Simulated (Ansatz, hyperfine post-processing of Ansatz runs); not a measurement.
# CsGdS2: isotropic lines and sites in a paramagnetic 133Cs spectrum

Calculated values: DFT, PBEsol+U, plane-wave PAW, default files (PAW set soft_2), collinear spin, scalar-relativistic (Ansatz), contact and point-dipole shifts scaled to 320 K with Θ = 0 K (a pure Curie law); spin-only moments, above the ordering temperature.

```xyz
8
Lattice="-4.1172 7.1313 0.0000 -4.1172 0.0000 0.0000 -2.0586 1.1885 8.0136" Properties=species:S:1:pos:R:3 pbc="T T T"
Gd   -4.1172    2.3771    4.0068
Gd   -6.1759    5.9427    4.0068
Cs    0.0000    0.0000    0.0000
Cs   -2.0586    3.5656    0.0000
S    -2.0586    1.1885    2.5337
S    -4.1172    4.7541    2.5337
S    -6.1759    3.5657    5.4799
S    -8.2345    7.1313    5.4799
```

133Cs MAS at 9.4 T (52.9 MHz), 60 kHz, 320 K; contact and dipolar shift alone, no orbital or quadrupolar part; lines under 1.5 % of the strongest are left out. NMR lines, with heights relative to the strongest:

```
position (ppm)  intensity
       -8988.9        7.9
       -7853.9         70
       -6718.8        100
       -5583.7         32
       -4448.6         22
       -3313.5        3.6
```

**Question.** Which lines are isotropic ones rather than spinning sidebands, and which Cs atoms give them?

Sidebands are spaced by 1135 ppm (the spinning rate over the resonance of 52.9 MHz). An isotropic line need not be the tallest: it is the area-weighted centre of its own family of sidebands, and the one that stays put when the rate is changed. Isotropic shifts: -6719 ppm for atom 3 and the 1 atom equivalent to it (12 Gd through links of 95° (12) and 165° (6)), reduced anisotropy 2755 ppm.

[Logs are printed without paths, hosts, clocks, repeated set-up lines and the standing remarks that a program may print on its own settings, such as how far it seeks lower states.]

[Hosts, paths, dates, database ids (printed as entryN), source tags and the programs' standing remarks are cut or masked in the printed files.]
